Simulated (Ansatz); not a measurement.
# Mo3AuN antiperovskite: lattice stability ahead of a resistivity run

The plan: relax Mo3AuN antiperovskite, check its phonons, and, if the lattice is stable, compute its Eliashberg function and ρ(T).

Method: DFT PBEsol, scalar-relativistic, plane waves, PAW, in Ansatz 0.2.0.

This is a report of a sequence of runs, with most program output left out.

The structure was built from a prototype and need not be the compound's stable phase.

### Step 1. Set-up

It takes space group Pm-3m (No. 221, cubic). The conventional cell has a = 4.079 Å, b = 4.079 Å, c = 4.079 Å, α = 90.00°, β = 90.00°, γ = 90.00°. Nearest to Au lie 12 Mo at 2.88 Å. Nearest to Mo lie 2 N at 2.04 Å. N has 6 Mo at 2.04 Å nearest. Farther neighbours and most contacts between anions are not listed.

### Step 2. Relaxation

Lattice constant and positions set the bands and the force constants, so the cell is relaxed first.

File input.yaml:

```yaml
crystal:
  lattice:
    - [4.07891, 0.0, 0.0]
    - [0.0, 4.07891, 0.0]
    - [0.0, 0.0, 4.07891]
  atoms:
    - { symbol: Au, position: [0.0, 0.0, 0.0] }
    - { symbol: Mo, position: [0.5, 0.5, 0.0] }
    - { symbol: Mo, position: [0.5, 0.0, 0.5] }
    - { symbol: Mo, position: [0.0, 0.5, 0.5] }
    - { symbol: "N", position: [0.5, 0.5, 0.5] }
kpoints:
  mp_grid: { grid: [6, 6, 6] }
hamiltonian:
  xc: pbesol
scf:
  occupations: { method: gaussian, width: 0.1 }
output:
  forces: true
  stress: true
  eigenvalues: true
relax:
  adjacent_minimum: "off"
  f_tol: 0.005
  max_steps: 80
  cell: { stress_tol: 0.05 }
```

Command:

```bash
$ ansatz run input.yaml --threads 4 --pin off --max-ram 16384MiB --backend cpu --events-out ev --progress --plain --runs-dir out
```

Wall time 3.8 s (4 threads of Arm Neoverse V1, shared host); peak memory 0.42 GiB.

Relaxation path:

```
step  energy less that of the first step (eV)  largest force component (eV/Å)  pressure (GPa)  volume (Å³)
   1                                   0.0000                          0.0000            1.23        67.86
   2                                   0.0000                          0.0000           -0.87        68.36
   3                                  -0.0008                          0.0000           -0.01        68.15
  4*                                  -0.0012                          0.0000            0.00        68.15
```

Relaxation steps marked * repeat the geometry before them on a plane-wave basis chosen anew for their cell, so energy and pressure can jump there.

Forces are held to the 48 operations that the run works with; a distortion that breaks them can't arise in this run.

```
conventional cell, symmetrised  before  after  change
                         a (Å)   4.079  4.085  +0.1 %
                         b (Å)   4.079  4.085  +0.1 %
                         c (Å)   4.079  4.085  +0.1 %
              volume (Å³/atom)   13.57  13.63  +0.4 %
```

Final coordinates:

```cif
data_structure
_symmetry_space_group_name_H-M 'P 1'
_symmetry_Int_Tables_number 1
_cell_length_a 4.0847
_cell_length_b 4.0847
_cell_length_c 4.0847
_cell_angle_alpha 90.000
_cell_angle_beta 90.000
_cell_angle_gamma 90.000
_cell_volume 68.15
loop_
_atom_site_label
_atom_site_type_symbol
_atom_site_fract_x
_atom_site_fract_y
_atom_site_fract_z
_atom_site_occupancy
Au1 Au 0.00000 0.00000 0.00000 1
Mo2 Mo 0.50000 0.50000 0.00000 1
Mo3 Mo 0.50000 0.00000 0.50000 1
Mo4 Mo 0.00000 0.50000 0.50000 1
N5 N 0.50000 0.50000 0.50000 1
```

This step gave:

- pressure: -6.36e-4 GPa
- volume per atom: 13.63 Å³
- metallic on mesh: yes
- gap on the k-mesh: 0 eV

The largest force is now zero by symmetry and the largest stress component 6.4e-4 GPa, small enough for phonons.

### Step 3. Phonons: q 2×2×2, k 4×4×4

Couplings are defined for a stable lattice alone, so phonons come first.

File input.yaml:

```yaml
crystal:
  lattice:
    - [4.0847064294, 0.0, 0.0]
    - [0.0, 4.0847064294, 0.0]
    - [0.0, 0.0, 4.0847064294]
  atoms:
    - { symbol: Au, position: [0.0, 0.0, 0.0] }
    - { symbol: Mo, position: [0.5, 0.5, 0.0] }
    - { symbol: Mo, position: [0.5, 0.0, 0.5] }
    - { symbol: Mo, position: [0.0, 0.5, 0.5] }
    - { symbol: "N", position: [0.5, 0.5, 0.5] }
kpoints:
  mp_grid: { grid: [4, 4, 4] }
hamiltonian:
  xc: pbesol
scf:
  occupations: { method: methfessel_paxton, width: 0.2 }
output:
  eigenvalues: true
phonons:
  method: dfpt
  qmesh: [2, 2, 2]
  temperatures: { t_max: 1000, t_step: 50 }
  qpath:
    path:
      - [[0.0, 0.0, 0.0], [0.0, 0.5, 0.0], [0.5, 0.5, 0.0], [0.0, 0.0, 0.0], [0.5, 0.5, 0.5], [0.0, 0.5, 0.0]]
      - [[0.5, 0.5, 0.5], [0.5, 0.5, 0.0]]
    npoints: 10
```

Wall time 65 s (4 threads); peak memory 0.62 GiB.

This step gave:

* share of imaginary modes in the plain interpolation between solved wavevectors: 0.0363
* highest frequency, solved or plainly interpolated: 687.9 cm⁻¹

Solved on the 2×2×2 mesh alone; all other wavevectors are interpolated. Phonon branches along the path, in cm⁻¹:

```
    point  branch 1  branch 2  branch 3  branch 4  branch 12  branch 13  branch 14  branch 15
        Γ      -129      -129      -129         0        141        625        625        625
  halfway      -107      -107        54        54        185        630        630        655
        X       -76       -76        73        73        268        634        634        688
  halfway        40        81        94        95        260        644        652        681
        M        90        90        96       101        274        655        674        674
  halfway       -72        67        79        90        202        637        653        654
        Γ      -129      -129      -129         0        141        625        625        625
  halfway        72        72        99       108        221        653        653        655
        R        45        45        45        65        292        661        661        661
  halfway        75        88        89        96        262        654        655        674
        X       -76       -76        73        73        268        634        634        688
jump to R        45        45        45        65        292        661        661        661
  halfway        78        79        79        88        279        657        668        668
        M        90        90        96       101        274        655        674        674
```

Among the solved wavevectors the lowest mode, translations apart, is -129 cm⁻¹, imaginary.

### Step 4. Lattice stability: q 2×2×2, k 6×6×6

An imaginary mode on so few k-points may come from the sampling, so the phonons are repeated with another k mesh.

input.yaml, as its differences from that of step 3:

```diff
@@ -12,3 +12,3 @@
 kpoints:
-  mp_grid: { grid: [4, 4, 4] }
+  mp_grid: { grid: [6, 6, 6] }
 hamiltonian:
```

The mesh is denser.

Wall time 2.3 min (4 threads); peak memory 0.83 GiB.

Numbers from this step:

- share of imaginary modes in the plain interpolation between solved wavevectors: 0.0279
- highest frequency, solved or plainly interpolated: 707.5 cm⁻¹

Solved on the 2×2×2 mesh alone; all other wavevectors are interpolated. The phonon branches at the labelled points (cm⁻¹):

```
    point  branch 1  branch 2  branch 3  branch 4  branch 12  branch 13  branch 14  branch 15
        Γ       -97       -97       -97         0        147        625        625        625
  halfway       -80       -80        54        54        193        630        630        664
        X       -59       -59        74        74        268        636        636        708
  halfway        31        85        95        96        259        636        658        696
        M        71        94        94       112        269        637        684        684
  halfway       -53        71        78        93        206        634        661        662
        Γ       -97       -97       -97         0        147        625        625        625
  halfway        76        76       108       111        220        660        660        662
        R        71        71        71        96        282        692        692        692
  halfway        80        89       101       110        258        659        660        692
        X       -59       -59        74        74        268        636        636        708
jump to R        71        71        71        96        282        692        692        692
  halfway        85        85        94       104        271        661        688        688
        M        71        94        94       112        269        637        684        684
```

The modes has structure finer than the step of the table below, so its rows give means over 25 cm⁻¹, whole bins alone (the curve runs from -107 to 737 cm⁻¹). Peaks (cm⁻¹: height): Au 83.9: 0.0505, 147.6: 0.0342; Mo 105.1: 0.106, 152.9: 0.0895, 259.2: 0.0247; N 641.7: 0.0472, 684.2: 0.046.

Phonopy on the run's constants, 13x13x13 mesh, Gaussian sigma 6.0 cm⁻¹. Table of modes by wavenumber; means over each step; values in 1/cm⁻¹/cell:

```
wavenumber (cm⁻¹)       Au       Mo        N
              -75   3.3e-4  0.00365   5.7e-4
              -50   4.9e-4  0.00530   7.7e-4
              -25   2.2e-4  0.00350   4.9e-4
                0   6.4e-5   6.1e-4   8.7e-5
               25   9.0e-4  0.00360   4.2e-4
               50  0.00452  0.00874   8.1e-4
               75   0.0323   0.0260  0.00106
              100   0.0374   0.0736  0.00123
              125   0.0112   0.0654  0.00124
              150   0.0274   0.0778  0.00113
              175  0.00508   0.0446   8.1e-4
              200   4.0e-5  0.00406   1.8e-4
              225        0  0.00606   3.3e-4
              250   6.0e-6   0.0177   4.2e-4
              275   4.0e-7  0.00869   1.3e-4
              300        0   8.4e-5   7.2e-7
              325        0        0        0
              350        0        0        0
              375        0        0        0
              400        0        0        0
              425        0        0        0
              450        0        0        0
              475        0        0        0
              500        0        0        0
              525        0        0        0
              550        0        0        0
              575        0        0        0
              600        0   7.5e-6   3.8e-5
              625        0  0.00312   0.0164
              650        0  0.00519   0.0379
              675        0  0.00134   0.0377
              700        0   1.4e-4   0.0179
```

No LO-TO term; unit eigenvectors of the mass-weighted matrix. The modes at Γ (shares of kinetic energy by element, %) (negative means imaginary):

```
mode  frequency (cm⁻¹)  symmetry  Au %  Mo %  N %
   1             -97.4       T1u     5    80   15
   2             -97.4       T1u     5    80   15
   3             -97.4       T1u     5    80   15
   4               0.0       T1u    39    58    3
   5               0.0       T1u    39    58    3
   6               0.0       T1u    39    58    3
   7             100.9       T2u     0   100    0
   8             100.9       T2u     0   100    0
   9             100.9       T2u     0   100    0
  10             147.2       T1u    55    45    0
  11             147.2       T1u    55    45    0
  12             147.2       T1u    55    45    0
  13             624.8       T1u     0    17   83
  14             624.8       T1u     0    17   83
  15             624.8       T1u     0    17   83
```

Displacements in mode 3 (-97.4 cm⁻¹), the largest set to 1:
```
Au1  0.00 -0.16  0.03
Mo2  0.01 -0.30 -0.13
Mo3  0.01  0.79  0.05
Mo4 -0.02 -0.30  0.05
N5  -0.02  1.00 -0.17
```

Displacements in mode 15 (624.8 cm⁻¹), the largest set to 1:
```
Au1  0.00  0.00  0.00
Mo2  0.00  0.01  0.02
Mo3  0.00 -0.17  0.00
Mo4  0.00  0.01  0.00
N5   0.00  1.00 -0.09
```

Among the solved wavevectors the lowest mode, translations apart, is -97.4 cm⁻¹, imaginary.

### Step 5. Summary of results

- phonon run of the rows without a label of their own: PBEsol, q 2×2×2, k 6×6×6
- softest mode on the q mesh: -97.4 cm⁻¹ at q = (0, 0, 0)
- highest frequency, solved or plainly interpolated: 708 cm⁻¹

**Reading.** The lattice is dynamically unstable at this level: a mode at q = (0, 0, 0) is imaginary, 97.4i cm⁻¹, so no harmonic coupling constant or resistivity is defined for this structure. These meshes are coarse, and single modes of a metal can move by tens of cm⁻¹ with the k mesh. Spin–orbit coupling, left out here, matters for Au. The phonon runs are not spin-polarised. The structure was built by hand as an ordered model, and its stability against other phases was not tested.

[Logs are printed without paths, hosts, clocks, repeated set-up lines and the standing remarks that a program may print on its own settings, such as how far it seeks lower states.]

[Hosts, paths, dates, database ids (printed as entryN), source tags and the programs' standing remarks are cut or masked in the printed files.]
